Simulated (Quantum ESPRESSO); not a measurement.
# GdP (Fm-3m): zone-centre phonons, part 2 of 2

Which modes does GdP (Fm-3m) have at the zone centre?

Quantum ESPRESSO 7.5; DFT LDA, scalar-relativistic, plane waves, JTH PAW pseudopotentials.

So far. Step 2 (A first look): No gap opens on this mesh, so smearing is kept; the start stands at -5.4 GPa. Step 4 (Ground state): The cell stands at 0.009 GPa, close enough for phonons. The relaxed cell has a = 5.613 Å (conventional setting).

## (5) Linear response at Γ

At q = 0 one unit cell holds all displacements; symmetry groups them into irreducible representations that are solved one by one. With smeared occupations no response to a homogeneous field can be asked.

ph.in

```
phonons
 &inputph
    prefix='x',
    outdir='./tmp',
    fildyn='g.dyn',
    tr2_ph=1.0d-18,
    alpha_mix(1)=0.4,
    nmix_ph=8,
 /
0.000000000000 0.000000000000 0.000000000000
```

Launch:

```bash
> OMP_NUM_THREADS=1 mpirun -n 4 ph.x -nk 4 -in ph.in > ph.out
```

Output:

```text
[banners, grids, parts of the stress and lines that vanish by symmetry left out]
[banner, memory and clock lines left out]
Program PHONON v.7.5

     ./tmp/x.save/

     file Gd.upf: wavefunction(s)  5S 6S 5P 0P 5D 0D 4F 0F renormalized
     file P.upf: wavefunction(s)  0S 0P renormalized

     IMPORTANT: XC functional enforced from input :
     Exchange-correlation= PW
                           (   1   4   0   0   0   0   0)
     Any further DFT definition will be discarded
     Please, verify this is what you really want

     G-vector sticks info

     Check: negative core charge=   -0.000002

     negative rho (up, down):  3.601E-04 4.044E-04
     Reading collected, re-writing distributed wavefunctions in ./tmp/

     Number and degeneracy of irreps per q-point
       N         xq(1)         xq(2)         xq(3)   N irreps
       1   0.000000000   0.000000000   0.000000000       2
        3   3

     Calculation of q =    0.0000000   0.0000000   0.0000000

Possibly too few bands at point   19   0.23570   0.00000  -0.00000

Possibly too few bands at point   20   0.29463   0.05893  -0.05893

Possibly too few bands at point   28   0.35355   0.00000   0.00000

Possibly too few bands at point   29   0.41248   0.05893  -0.05893

Possibly too few bands at point   35   0.47140   0.00000  -0.00000

Possibly too few bands at point   36   0.53033   0.05893  -0.05893

     phonons

     bravais-lattice index     =            0
     lattice parameter (alat)  =       7.5004  a.u.
     unit-cell volume          =     298.3533 (a.u.)^3
     number of atoms/cell      =            2
     number of atomic types    =            2
     kinetic-energy cut-off    =      40.0000  Ry
     charge density cut-off    =     200.0000  Ry
     convergence threshold     =      1.0E-18
     beta                      =       0.4000
     number of iterations used =            8
     Exchange-correlation= PW
                           (   1   4   0   0   0   0   0)

     celldm(1)=    7.50036  celldm(2)=    0.00000  celldm(3)=    0.00000
     celldm(4)=    0.00000  celldm(5)=    0.00000  celldm(6)=    0.00000

     crystal axes: (cart. coord. in units of alat)
               a(1) = (  0.0000  0.7071  0.7071 )
               a(2) = (  0.7071  0.0000  0.7071 )
               a(3) = (  0.7071  0.7071  0.0000 )

     reciprocal axes: (cart. coord. in units 2 pi/alat)
               b(1) = ( -0.7071  0.7071  0.7071 )
               b(2) = (  0.7071 -0.7071  0.7071 )
               b(3) = (  0.7071  0.7071 -0.7071 )

     Atoms inside the unit cell:

     Cartesian axes

     site n.  atom      mass           positions (alat units)
        1  Gd    157.2500   tau(    1) = (    0.00000    0.00000    0.00000  )
        2  P      30.9738   tau(    2) = (    0.70711    0.70711    0.70711  )

     Computing dynamical matrix for
                    q = (   0.0000000   0.0000000   0.0000000 )

     49 Sym.Ops. (with q -> -q+G )

     G cutoff =  284.9930  (  14211 G-vectors)     FFT grid: ( 36, 36, 36)
     G cutoff =  227.9944  (  10081 G-vectors)  smooth grid: ( 32, 32, 32)

     number of k points=   144  Marzari-Vanderbilt smearing, width (Ry)=  0.0200

     PseudoPot. # 1 for Gd read from file:
     ./pseudo/Gd.upf
     Pseudo is Projector augmented-wave + core cor, Zval = 18.0
     Shape of augmentation charge: SINC**2
     Using radial grid of 1110 points,  8 beta functions with:
                l(1) =   0
                l(2) =   0
                l(3) =   1
                l(4) =   1
                l(5) =   2
                l(6) =   2
                l(7) =   3
                l(8) =   3
     Q(r) pseudized with 0 coefficients

     PseudoPot. # 2 for P  read from file:
     ./pseudo/P.upf
     Pseudo is Projector augmented-wave + core cor, Zval =  5.0
     Shape of augmentation charge: SINC**2
     Using radial grid of  994 points,  4 beta functions with:
                l(1) =   0
                l(2) =   0
                l(3) =   1
                l(4) =   1
     Q(r) pseudized with 0 coefficients

     Mode symmetry, O_h (m-3m)  point group:

     Atomic displacements:
     There are    2 irreducible representations

     Representation     1      3 modes -  To be done

     Representation     2      3 modes -  To be done

     Alpha used in Ewald sum =   1.9000

     negative rho (up, down):  3.601E-04 4.044E-04

     Representation #   1 modes #   1   2   3

     Self-consistent Calculation
      iter #   1   av.it.:   7.9
      thresh= 1.000E-02 alpha_mix =  0.400 |ddv_scf|^2 =  6.483E-08
      iter #   2   av.it.:  19.2
      thresh= 2.546E-05 alpha_mix =  0.400 |ddv_scf|^2 =  2.519E-09
      iter #   3   av.it.:  19.3
      thresh= 5.019E-06 alpha_mix =  0.400 |ddv_scf|^2 =  1.630E-10
      iter #   4   av.it.:  19.7
      thresh= 1.277E-06 alpha_mix =  0.400 |ddv_scf|^2 =  1.199E-11
      iter #   5   av.it.:  19.7
      thresh= 3.462E-07 alpha_mix =  0.400 |ddv_scf|^2 =  6.409E-14
      iter #   6   av.it.:  19.7
      thresh= 2.532E-08 alpha_mix =  0.400 |ddv_scf|^2 =  9.617E-15
      iter #   7   av.it.:  20.2
      thresh= 9.807E-09 alpha_mix =  0.400 |ddv_scf|^2 =  6.853E-17
      iter #   8   av.it.:  20.9
      thresh= 8.278E-10 alpha_mix =  0.400 |ddv_scf|^2 =  2.168E-18
      iter #   9   av.it.:  20.5
      thresh= 1.473E-10 alpha_mix =  0.400 |ddv_scf|^2 =  3.304E-19

     End of self-consistent calculation

     Convergence has been achieved

     Representation #   2 modes #   4   5   6

     Self-consistent Calculation
      iter #   1   av.it.:  13.0
      thresh= 1.000E-02 alpha_mix =  0.400 |ddv_scf|^2 =  4.140E-06
      iter #   2   av.it.:  20.1
      thresh= 2.035E-04 alpha_mix =  0.400 |ddv_scf|^2 =  5.461E-08
      iter #   3   av.it.:  20.7
      thresh= 2.337E-05 alpha_mix =  0.400 |ddv_scf|^2 =  1.347E-09
      iter #   4   av.it.:  20.9
      thresh= 3.670E-06 alpha_mix =  0.400 |ddv_scf|^2 =  7.349E-11
      iter #   5   av.it.:  21.6
      thresh= 8.572E-07 alpha_mix =  0.400 |ddv_scf|^2 =  6.366E-12
      iter #   6   av.it.:  21.0
      thresh= 2.523E-07 alpha_mix =  0.400 |ddv_scf|^2 =  3.407E-13
      iter #   7   av.it.:  21.1
      thresh= 5.837E-08 alpha_mix =  0.400 |ddv_scf|^2 =  4.318E-15
      iter #   8   av.it.:  21.6
      thresh= 6.571E-09 alpha_mix =  0.400 |ddv_scf|^2 =  1.126E-16
      iter #   9   av.it.:  20.9
      thresh= 1.061E-09 alpha_mix =  0.400 |ddv_scf|^2 =  3.218E-17
      iter #  10   av.it.:  21.6
      thresh= 5.673E-10 alpha_mix =  0.400 |ddv_scf|^2 =  1.407E-19

     End of self-consistent calculation

     Convergence has been achieved

     Number of q in the star =    1
     List of q in the star:
          1   0.000000000   0.000000000   0.000000000

     Diagonalizing the dynamical matrix

     q = (    0.000000000   0.000000000   0.000000000 )

 **************************************************************************
     freq (    1) =      -0.068700 [THz] =      -2.291579 [cm-1]
     freq (    2) =      -0.068700 [THz] =      -2.291579 [cm-1]
     freq (    3) =      -0.068700 [THz] =      -2.291579 [cm-1]
     freq (    4) =       7.047564 [THz] =     235.081421 [cm-1]
     freq (    5) =       7.047564 [THz] =     235.081421 [cm-1]
     freq (    6) =       7.047564 [THz] =     235.081421 [cm-1]
 **************************************************************************

     Mode symmetry, O_h (m-3m)  point group:

     freq (   1-   3) =         -2.3  [cm-1]   --> T_1u G_15  G_4- I
     freq (   4-   6) =        235.1  [cm-1]   --> T_1u G_15  G_4- I
```

Run time: 7.3 min. Hardware: 4 MPI ranks of Intel Xeon at 2.70GHz, shared host.

This step gave:

```yaml
largest_acoustic_frequency_at_the_zone_centre_before_the_sum_rule: -2.29 cm⁻¹
highest_optical_zone_centre_mode_no_lo_to_term: 235.1 cm⁻¹
lowest_optical_zone_centre_mode: 235.1 cm⁻¹
```

The acoustic modes at Γ come out as far as 2.3 cm⁻¹ from zero, where they should vanish, a small numerical error.

## (6) Zone-centre analysis

A rigid shift of the crystal must cost nothing, but grids and finite bases break this; the acoustic sum rule is imposed before the matrix is diagonalised again.

dynmat.in

```
 &input
    fildyn='g.dyn',
    asr='simple',
    fileig='dynmat.eig',
 /
```

Launch:

```bash
> dynmat.x -in dynmat.in > dynmat.out
```

Output:

```text
[banner, memory and clock lines left out]
Program DYNMAT v.7.5

     Reading Dynamical Matrix from file g.dyn
     ...Force constants read
     ...epsilon and Z* not read (not found on file)
     A direction for q was not specified:TO-LO splitting will be absent

     Polarizability (A^3 units)
     multiply by 1.000000 for Clausius-Mossotti correction
         0.000000    0.000000    0.000000
         0.000000    0.000000    0.000000
         0.000000    0.000000    0.000000

     IR activities are in (D/A)^2/amu units

# mode   [cm-1]    [THz]      IR
    1     -0.00   -0.0000    0.0000
    2      0.00    0.0000    0.0000
    3      0.00    0.0000    0.0000
    4    235.08    7.0476    0.0000
    5    235.08    7.0476    0.0000
    6    235.08    7.0476    0.0000
```

Wall time 0.72 s (1 thread).

Unit eigenvectors of the mass-weighted matrix after the sum rule; no LO-TO term. The modes at Γ (shares of kinetic energy by element, %):

| mode | frequency (cm⁻¹) | symmetry | Gd % | P % |
| --- | --- | --- | --- | --- |
| 1 | 0.0 | acoustic | 84 | 16 |
| 2 | 0.0 | acoustic | 84 | 16 |
| 3 | 0.0 | acoustic | 84 | 16 |
| 4 | 235.1 | T1u | 16 | 84 |
| 5 | 235.1 | T1u | 16 | 84 |
| 6 | 235.1 | T1u | 16 | 84 |

Displacements in mode 6 (235.1 cm⁻¹), the largest set to 1:
```
Gd1  0.00  0.00 -0.20
P2   0.00  0.00  1.00
```

The rule moves no optical mode by more than 0.1 cm⁻¹.

## (7) Sum rules set otherwise (asr crystal)

The rule can be imposed in more than one way; the choices should agree where the raw error is small.

dynmat.in

```
 &input
    fildyn='g.dyn',
    asr='crystal',
    fileig='dynmat.eig',
 /
```

Launch:

```bash
> dynmat.x -in dynmat.in > dynmat.out
```

Output:

```text
[banner, memory and clock lines left out]
Program DYNMAT v.7.5

     Reading Dynamical Matrix from file g.dyn
     ...Force constants read
     ...epsilon and Z* not read (not found on file)
     Acoustic Sum Rule: || Z*(ASR) - Z*(orig)|| =    0.000000E+00
     Acoustic Sum Rule: ||dyn(ASR) - dyn(orig)||=    1.177997E-04
     A direction for q was not specified:TO-LO splitting will be absent

     Polarizability (A^3 units)
     multiply by 1.000000 for Clausius-Mossotti correction
         0.000000    0.000000    0.000000
         0.000000    0.000000    0.000000
         0.000000    0.000000    0.000000

     IR activities are in (D/A)^2/amu units

# mode   [cm-1]    [THz]      IR
    1     -0.00   -0.0000    0.0000
    2     -0.00   -0.0000    0.0000
    3      0.00    0.0000    0.0000
    4    235.06    7.0470    0.0000
    5    235.06    7.0470    0.0000
    6    235.06    7.0470    0.0000
```

It took 0.75 s on 1 thread.

Zone-centre frequencies as printed; negative means imaginary. Modes:

| mode | frequency (cm⁻¹) |
| --- | --- |
| 1 | 0 |
| 2 | 0 |
| 3 | 0 |
| 4 | 235.1 |
| 5 | 235.1 |
| 6 | 235.1 |

Against the first rule no mode moves by more than 0.1 cm⁻¹.

## (8) Sum rules set otherwise (asr no)

Without the rule the raw error of the acoustic modes shows.

dynmat.in

```
 &input
    fildyn='g.dyn',
    asr='no',
    fileig='dynmat.eig',
 /
```

Launch:

```bash
> dynmat.x -in dynmat.in > dynmat.out
```

Output:

```text
[banner, memory and clock lines left out]
Program DYNMAT v.7.5

     Reading Dynamical Matrix from file g.dyn
     ...Force constants read
     ...epsilon and Z* not read (not found on file)
     A direction for q was not specified:TO-LO splitting will be absent

     Polarizability (A^3 units)
     multiply by 1.000000 for Clausius-Mossotti correction
         0.000000    0.000000    0.000000
         0.000000    0.000000    0.000000
         0.000000    0.000000    0.000000

     IR activities are in (D/A)^2/amu units

# mode   [cm-1]    [THz]      IR
    1     -2.29   -0.0687    0.0000
    2     -2.29   -0.0687    0.0000
    3     -2.29   -0.0687    0.0000
    4    235.08    7.0476    0.0000
    5    235.08    7.0476    0.0000
    6    235.08    7.0476    0.0000
```

Run time: 0.69 s. Hardware: 1 thread.

Zone-centre frequencies as printed; negative means imaginary. Modes:

| mode | frequency (cm⁻¹) |
| --- | --- |
| 1 | -2.29 |
| 2 | -2.29 |
| 3 | -2.29 |
| 4 | 235.1 |
| 5 | 235.1 |
| 6 | 235.1 |

Against the first rule no mode moves by more than 2.3 cm⁻¹.

## (9) Summary of results

```
space group after relaxation                                           : Fm-3m
volume per atom                                                        : 22.1 Å³
highest optical zone-centre mode (no LO-TO term)                       : 235.1 cm⁻¹
imaginary optical modes at the zone centre (no q mesh in this session) : none
```

**Reading.** At the LDA level the optical modes of GdP (Fm-3m) at the zone centre lie at 235 cm⁻¹. These are harmonic frequencies at zero temperature: anharmonic shifts and linewidths and thermal expansion are left out. Spin-orbit coupling is left out, which can matter for the heavy elements here. In a metal the frequencies hang on the k mesh and the smearing, most of all near Kohn anomalies. Ferromagnetic order was imposed by the small cell and the starting moments; the true order may differ, and with it the frequencies. The structure comes from a database and need not be the phase that is stable at ambient conditions.

[Host names and launcher messages were left out of these logs when they were recorded.]

[Logs are printed without paths, hosts, clocks, repeated set-up lines and the standing remarks that a program may print on its own settings, such as how far it seeks lower states.]

[Hosts, paths, dates, database ids (printed as entryN), source tags and the programs' standing remarks are cut or masked in the printed files.]
